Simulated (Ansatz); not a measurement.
# O on Mg(0001): change of the work function

Wanted: Δφ(θ) for O/Mg(0001), starting from the fcc site.

Main program and level: Ansatz 0.2.0; plane-wave DFT, PBE, Ansatz PAW.

### Step 1. Set-up

The cell holds 4 atoms: 4 Mg. Its edges and angles: a = 3.210 Å, b = 3.210 Å, c = 25.820 Å, α = 90.0°, β = 90.0°, γ = 60.0°. Vacuum lies along c.

### Step 2. The clean slab

The bare slab comes first, as the zero from which every change is counted. The two lowest layers are held at bulk places and the upper ones relax. The dipole correction removes the false field that a one-sided slab makes across the periodic vacuum, so each face gets a flat vacuum level of its own.

The input, input.yaml:

```yaml
crystal:
  lattice:
    - [3.21, 0.0, 0.0]
    - [1.605, 2.7799415461, 0.0]
    - [0.0, 0.0, 25.81956]
  atoms:
    - { symbol: Mg, position: [0.6666666667, 0.6666666667, 0.3485729424] }
    - { symbol: Mg, position: [0.0, 0.0, 0.4495243141] }
    - { symbol: Mg, position: [0.6666666667, 0.6666666667, 0.5504756859] }
    - { symbol: Mg, position: [0.0, 0.0, 0.6514270576] }
kpoints:
  mp_grid: { grid: [12, 12, 1] }
hamiltonian:
  xc: pbe
scf:
  occupations: { method: fermi_dirac, width: 0.1 }
  convergence: { dr2_threshold: 1.0e-08 }
efield:
  axis: 3
  dipole_correction: true
  ramp_position: 0.97
  ramp_width: 0.06
relax:
  f_tol: 0.02
  max_steps: 60
  constraints: [{ sites: [0, 1] }]
output:
  write_potential: true
  write_density: true
  volumetric_format: npy
```

Run with:

```
ansatz run input.yaml --threads 4 --pin off --max-ram 16384MiB --backend cpu --events-out ev --progress --plain --runs-dir out
```

Numbers of over 12 decimals in the logs are rounded to 6 here.

Output:

```text
Engine: ansatz 0.2.0, x86_64-unknown-linux-gnu
Pseudopotentials: kind: paw
Pseudopotential: Mg, paw, valence charge 10, recommended cutoff 420 eV (normal), Mg.paw.azcp
Functional definition: PBE
  parameter kappa = 0.804
  parameter beta = 0.066725
  exchange = pbe_x(kappa = kappa, mu = beta*pi^2/3)
  correlation = pbe_c(beta = beta)
Crystal: 4 atoms, lattice volume = 230.404 Å³
Basis set: ecut = 420 eV, 4575 PW (Γ), exchange–correlation on 48×48×360 points (8 copies of the dense FFT grid, shifted against one another)
Bands: 24, of which v1, the nominal top of the filled ones, is band 20 counted from 1 (19 counted from 0)
Symmetry: 6 space group operations
k-points: 19 of 144 (time reversal used)
Non-local potential: Mg, projectors of the file, l = 0: 3, l = 1: 2, l = 2: 1
PAW form: soft (Blöchl's): semilocal exchange-correlation on the pseudo side does not see the compensation charge
PAW one-centre angular grid: Mg, 110 points (default); XC on 64 Gauss nodes
Initial density: superposition of atomic densities (neutral atoms: chi_scale 0, normalization atom), corrected by the library's trained network
Initial wavefunctions: pseudopotential atomic-orbital guess
Functional: x = pbe(κ = 0.804, μ = 0.219515), c = pbe(β = 0.066725)
SCF iter   1: F=—  HF=-7694.613554 eV  |F-HF|=—  |Δ(HF+E_count)|=         —  Δρ=7.47e-4  dr2=5.39e-3  ethr=1.77e-3  p=0.000 e·Å  D=6.17e-14 V/Å  ΔV_dip=-0.00 eV  dr2_dipole=1.19e-8  V_vac-E_F(+/−)=3.79/3.79 eV  ⟨swp⟩=8.1  Hψ=2477  notcnv=0
efield: sawtooth ramp at fractional position 0.9700 (set: `efield.ramp_position`, or a place that a band, a saddle search or an elastic batch's reference lends), width 0.0600; the density the first Hamiltonian is built on has a dipole p = 0.000 e·Å; the dipole correction subtracts the counter field D = 6.17e-14 V/Å, which shifts the + side's vacuum level by -0.00 eV against the − side's; the planar-averaged density in the ramp window peaks in size at 1.5e-5 e/Å³
preconditioner: auto → LDOS  [metal: Δε(μ)=0.163 eV  Ē_g=4.548 eV  σ=0.100 eV  W_gap=0.39  n_scr=16 (ndim 8)  ℏωp=6.9 eV  f_vac=0.528  D(μ)=2.23/eV (n_scr^D=10)  β→1.0]
SCF iter   2: F=—  HF=-7694.613892 eV  |F-HF|=—  |Δ(HF+E_count)|=   3.38e-4  Δρ=2.82e-4  dr2=3.90e-4  ethr=1.35e-5  p=0.000 e·Å  D=1.21e-5 V/Å  ΔV_dip=-0.00 eV  dr2_dipole=1.37e-8  V_vac-E_F(+/−)=3.82/3.82 eV  ⟨swp⟩=2.1  Hψ=706  notcnv=0
SCF iter   3: F=—  HF=-7694.613923 eV  |F-HF|=—  |Δ(HF+E_count)|=   3.11e-5  Δρ=9.30e-5  dr2=4.23e-5  ethr=9.74e-7  p=-0.000 e·Å  D=-6.52e-8 V/Å  ΔV_dip=0.00 eV  dr2_dipole=1.70e-10  V_vac-E_F(+/−)=3.80/3.80 eV  ⟨swp⟩=2.3  Hψ=617  notcnv=0
SCF iter   4: F=—  HF=-7694.613945 eV  |F-HF|=—  |Δ(HF+E_count)|=   2.23e-5  Δρ=2.68e-5  dr2=4.91e-6  ethr=1.06e-7  p=-0.000 e·Å  D=-1.78e-7 V/Å  ΔV_dip=0.00 eV  dr2_dipole=5.24e-11  V_vac-E_F(+/−)=3.79/3.79 eV  ⟨swp⟩=2.0  Hψ=527  notcnv=0
SCF iter   5: F=—  HF=-7694.613928 eV  |F-HF|=—  |Δ(HF+E_count)|=   1.74e-5  Δρ=6.90e-6  dr2=4.92e-7  ethr=1.23e-8  p=-0.000 e·Å  D=-1.84e-7 V/Å  ΔV_dip=0.00 eV  dr2_dipole=5.56e-11  V_vac-E_F(+/−)=3.79/3.79 eV  ⟨swp⟩=2.1  Hψ=509  notcnv=0
SCF iter   6: F=—  HF=-7694.613928 eV  |F-HF|=—  |Δ(HF+E_count)|=   2.89e-7  Δρ=1.60e-6  dr2=2.03e-8  ethr=1.23e-9  p=-0.000 e·Å  D=-8.62e-8 V/Å  ΔV_dip=0.00 eV  dr2_dipole=1.50e-12  V_vac-E_F(+/−)=3.79/3.79 eV  ⟨swp⟩=2.0  Hψ=530  notcnv=0
SCF iter   7: F=-7694.613928 eV  HF=-7694.613928 eV  |F-HF|=7.52e-10  |Δ(HF+E_count)|=   7.85e-9  Δρ=3.80e-7  dr2=3.40e-10  ethr=2.50e-11  p=-0.000 e·Å  D=-4.11e-9 V/Å  ΔV_dip=0.00 eV  dr2_dipole=3.69e-13  V_vac-E_F(+/−)=3.79/3.79 eV  ⟨swp⟩=8.7  Hψ=2637  notcnv=0
SCF 1 converged in 7 iterations: F = -7694.613928 eV  dr2 = 3.40e-10
  greatest PAW one-centre occupation: 1.000 electrons in one spin orbital (limit 2), on the Mg atom at site 2 (counted from 0), in its partial waves of l = 0
relax step   1: F+E_penalty+E_count = -7694.61392834 eV  Δ(F+E_penalty+E_count) = +0.000e0 eV  max|allowed force component| = 4.415e-2 eV/Å  Δτ_max = 0.0000 Å  (7 SCF iters, accepted)
Initial density: handed on by an earlier stage of this run
Initial wavefunctions: those handed on with the density
iter 1 solved again at ethr=7.55e-6 eV; its pass at ethr=3.10e-3 eV (dr2=3.02e-3 eV) is discarded
SCF iter   1: F=—  HF=-7694.614720 eV  |F-HF|=—  |Δ(HF+E_count)|=         —  Δρ=2.19e-4  dr2=9.85e-4  ethr=7.55e-6  p=-0.000 e·Å  D=-2.04e-8 V/Å  ΔV_dip=0.00 eV  dr2_dipole=5.18e-5  V_vac-E_F(+/−)=3.79/3.79 eV  ⟨swp⟩=2.3  Hψ=1585  notcnv=0
efield: sawtooth ramp at fractional position 0.9700 (set: `efield.ramp_position`, or a place that a band, a saddle search or an elastic batch's reference lends), width 0.0600; the density the first Hamiltonian is built on has a dipole p = -0.000 e·Å; the dipole correction subtracts the counter field D = -2.04e-8 V/Å, which shifts the + side's vacuum level by +0.00 eV against the − side's; the planar-averaged density in the ramp window peaks in size at 3.7e-7 e/Å³
preconditioner: auto → LDOS  [metal: Δε(μ)=0.173 eV  Ē_g=4.535 eV  σ=0.100 eV  W_gap=0.41  n_scr=16 (ndim 8)  ℏωp=6.9 eV  f_vac=0.529  D(μ)=2.24/eV (n_scr^D=10)  β→1.0]
SCF iter   2: F=—  HF=-7694.614662 eV  |F-HF|=—  |Δ(HF+E_count)|=   5.88e-5  Δρ=7.35e-5  dr2=3.77e-5  ethr=2.46e-6  p=-0.000 e·Å  D=-6.75e-5 V/Å  ΔV_dip=0.00 eV  dr2_dipole=1.71e-6  V_vac-E_F(+/−)=3.79/3.79 eV  ⟨swp⟩=2.0  Hψ=503  notcnv=0
SCF iter   3: F=—  HF=-7694.614690 eV  |F-HF|=—  |Δ(HF+E_count)|=   2.79e-5  Δρ=2.08e-5  dr2=3.89e-6  ethr=9.43e-8  p=0.000 e·Å  D=9.60e-5 V/Å  ΔV_dip=-0.00 eV  dr2_dipole=1.78e-10  V_vac-E_F(+/−)=3.79/3.79 eV  ⟨swp⟩=2.0  Hψ=776  notcnv=0
SCF iter   4: F=—  HF=-7694.614664 eV  |F-HF|=—  |Δ(HF+E_count)|=   2.54e-5  Δρ=5.71e-6  dr2=4.01e-7  ethr=9.72e-9  p=0.000 e·Å  D=1.11e-4 V/Å  ΔV_dip=-0.00 eV  dr2_dipole=1.70e-8  V_vac-E_F(+/−)=3.79/3.79 eV  ⟨swp⟩=2.0  Hψ=522  notcnv=0
SCF iter   5: F=-7694.614664 eV  HF=-7694.614664 eV  |F-HF|=2.86e-9  |Δ(HF+E_count)|=   3.01e-8  Δρ=1.43e-6  dr2=7.87e-9  ethr=2.50e-11  p=0.000 e·Å  D=1.31e-4 V/Å  ΔV_dip=-0.00 eV  dr2_dipole=1.10e-9  V_vac-E_F(+/−)=3.79/3.79 eV  ⟨swp⟩=7.8  Hψ=2951  notcnv=0
SCF 2 converged in 5 iterations: F = -7694.614664 eV  dr2 = 7.87e-9
  greatest PAW one-centre occupation: 1.000 electrons in one spin orbital (limit 2), on the Mg atom at site 1 (counted from 0), in its partial waves of l = 0
relax step   2: F+E_penalty+E_count = -7694.61466413 eV  Δ(F+E_penalty+E_count) = -7.358e-4 eV  max|allowed force component| = 1.544e-2 eV/Å  Δτ_max = 0.0287 Å  (5 SCF iters, accepted)
NSCF: frozen V_eff on 19 k-points
the band table was solved once a step of the walk had ended and its energy, with any forces and stress, was formed, with the checks that follow a solve (2497 applications of the Hamiltonian). They found nothing against the state; the energy, forces and stress were not computed again (output.eigenvalues in the input reference)
WARN: The output density's exchange-correlation potential varies sharply where the density is thin. Do not read a vacuum level from v_tot or v_xc, or from such a field of the output density. On a cell that repeats whose density bears no net charge and no dipole along the vacuum's axis use v_es (v_loc + v_h of the components); under efield.dipole_correction with no amplitude use v_es + v_field, which holds any externa [...]
SCF converged after 5 iterations
Free energy (F): -7694.614664 eV
Harris-Foulkes:  -7694.614664 eV  (|F-HF|=2.86e-9)
Internal energy: -7694.543245 eV  (E = F + TS)
E sigma→0 (E₀):  -7694.578954 eV
Entropy (-TS):   -0.071420 eV (-17.855 meV/atom)
Fermi energy:    0.029478 eV
Dipole field:    D = 0.000172 V/Å  (p = 0.000220 e·Å, saw-weighted, corrected)
Work function:   Φ+ = 3.7873 eV   Φ− = 3.7918 eV
Levels:          The Fermi level and band energies are counted from a zero that moves with the ramp; work functions are not
--- Per-component energies (eV) ---
  E_band       = -1655.090318
  E_kinetic    = 297.500952
  E_local      = -32041.579315  (includes V_loc(G=0)·N_el)
  E_nonlocal   = 383.077104
  E_hartree    = 14982.417484
  E_xc         = -112.093321
  E_vxc        = -144.525410  (∫ρ·V_xc dr)
  E_paw        = -1170.697245  (= ΣΔE_a)
  E_vpaw       = -114.398192  (= ΣTr[D̂ρ^β])
  E_aug_tail   = -0.000015  (compensation charges beyond the density's cutoff)
  E_efield     = 0.000000  (sawtooth field / dipole correction)
  E_vefield    = -0.000058  (∫n·V_field dr)
  E_ewald      = 9966.831111
  E_smearing   = -0.071420  (= −TS)
  E_closure    = -0.000000  (closes the sum)
  Σ components = -7694.614664   (vs F -7694.614664, Δ=0.00e0)
--- Forces (eV/Å), atoms counted from 1 ---
  atom   1  Mg    -0.00000000     0.00000000    -0.04352533
  atom   2  Mg     0.00000000    -0.00000000     0.03942641
  atom   3  Mg    -0.00000000     0.00000000    -0.01135308
  atom   4  Mg     0.00000000    -0.00000000     0.01543571
  max |Σ_I F_I| component: 1.63e-5 eV/Å
--- Band table (eV; the first three rows and the last of 19) ---
  k-point 0: bands = [... 16 lower, -6.5118, -5.7358, -4.4563, -2.7079, -0.9499, 1.2324, 2.8336, 3.6962]
  k-point 1: bands = [... 16 lower, -6.3761, -5.6010, -4.3227, -2.5750, -0.8237, 1.3598, 2.9633, 3.8279]
  k-point 2: bands = [... 16 lower, -5.9704, -5.1979, -3.9232, -2.1781, -0.4451, 1.7374, 3.3475, 4.2198]
  k-point 18: bands = [... 16 lower, -0.2640, -0.2571, -0.2503, 0.4095, 0.4203, 0.4303, 1.5893, 2.1911]
--- Relaxed structure (2 steps of the walk, 2 accepted, 0 SCFs on fresh bases) ---
  F+E_penalty+E_count = -7694.61466413 eV   max|allowed force component| = 1.544e-2 eV/Å
  atoms:
    - { symbol: Mg, position: [0.666667, 0.666667, 0.348573] }
    - { symbol: Mg, position: [0.0, 0.0, 0.449524] }
    - { symbol: Mg, position: [0.666667, 0.666667, 0.550673] }
    - { symbol: Mg, position: [0, 0, 0.652538] }
```

Elapsed: 5.3 s, on 4 threads of Intel Xeon Platinum 8259CL at 2.50GHz (Skylake/Cascade Lake), shared host; peak memory 0.59 GiB; 19 s of CPU time.

Relaxation path:

```csv
step,energy less that of the first step (eV),largest force component (eV/Å)
1,0.0000,0.0442
2,-0.0007,0.0154
```

The run keeps the 6 symmetry operations that it works with, so distortions that break them were not tested.

The atoms that moved most (Å):

```csv
atom,dx,dy,dz,length
Mg4,0.000,0.000,0.029,0.029
Mg3,0.000,0.000,0.005,0.005
```

Numbers from this step:

```
energy at zero smearing   : -7694.5790 eV
work function, upper face : 3.787 eV
dipole along the normal   : 2.20e-4 e·Å
```

Running mean over 2.60652 Å of the planar mean; the ramp of the sawtooth is left out. Table of electron's electrostatic potential energy less the Fermi level by z:

z (Å), electron's electrostatic potential energy less the Fermi level (eV) and a bar from the least value:
```
      3.5       3.79 ##############################
      4.0       3.79 ##############################
      4.5       3.79 ##############################
      5.0       3.78 ##############################
      5.5       3.74 ##############################
      6.0       3.64 #############################
      6.5       3.35 ############################
      7.0       2.60 #########################
      7.5       0.69 ##################
      8.0      -2.09 ########
      8.5      -3.58 ##
      9.0      -4.02 
      9.5      -4.07 
     10.0      -4.04 
     10.5      -4.02 
     11.0      -4.01 
     11.5      -4.00 
     12.0      -3.99 
     12.5      -3.98 
     13.0      -3.98 
     13.5      -3.99 
     14.0      -4.00 
     14.5      -3.99 
     15.0      -3.95 
     15.5      -3.89 #
     16.0      -3.97 
     16.5      -4.06 
     17.0      -3.95 
     17.5      -3.30 ###
     18.0      -1.31 ###########
     18.5       1.45 #####################
     19.0       2.90 ###########################
     19.5       3.47 #############################
     20.0       3.68 ##############################
     20.5       3.75 ##############################
     21.0       3.78 ##############################
     21.5       3.78 ##############################
     22.0       3.79 ##############################
     22.5       3.79 ##############################
```

The relaxation took 2 steps and lowered the energy by 7.4e-4 eV; the largest force on the free atoms ends at 0.015 eV/Å.

The work function of the upper face is 3.79 eV.

(Continued in part 2 of 4.)

[Logs are printed without paths, hosts, clocks, repeated set-up lines and the standing remarks that a program may print on its own settings, such as how far it seeks lower states.]

[Hosts, paths, dates, database ids (printed as entryN), source tags and the programs' standing remarks are cut or masked in the printed files.]

[Maps of the electrostatic potential energy from Ansatz leave out the sawtooth potential of an applied field or a dipole correction, so their vacuum need not be flat; planar profiles and work functions include it.]
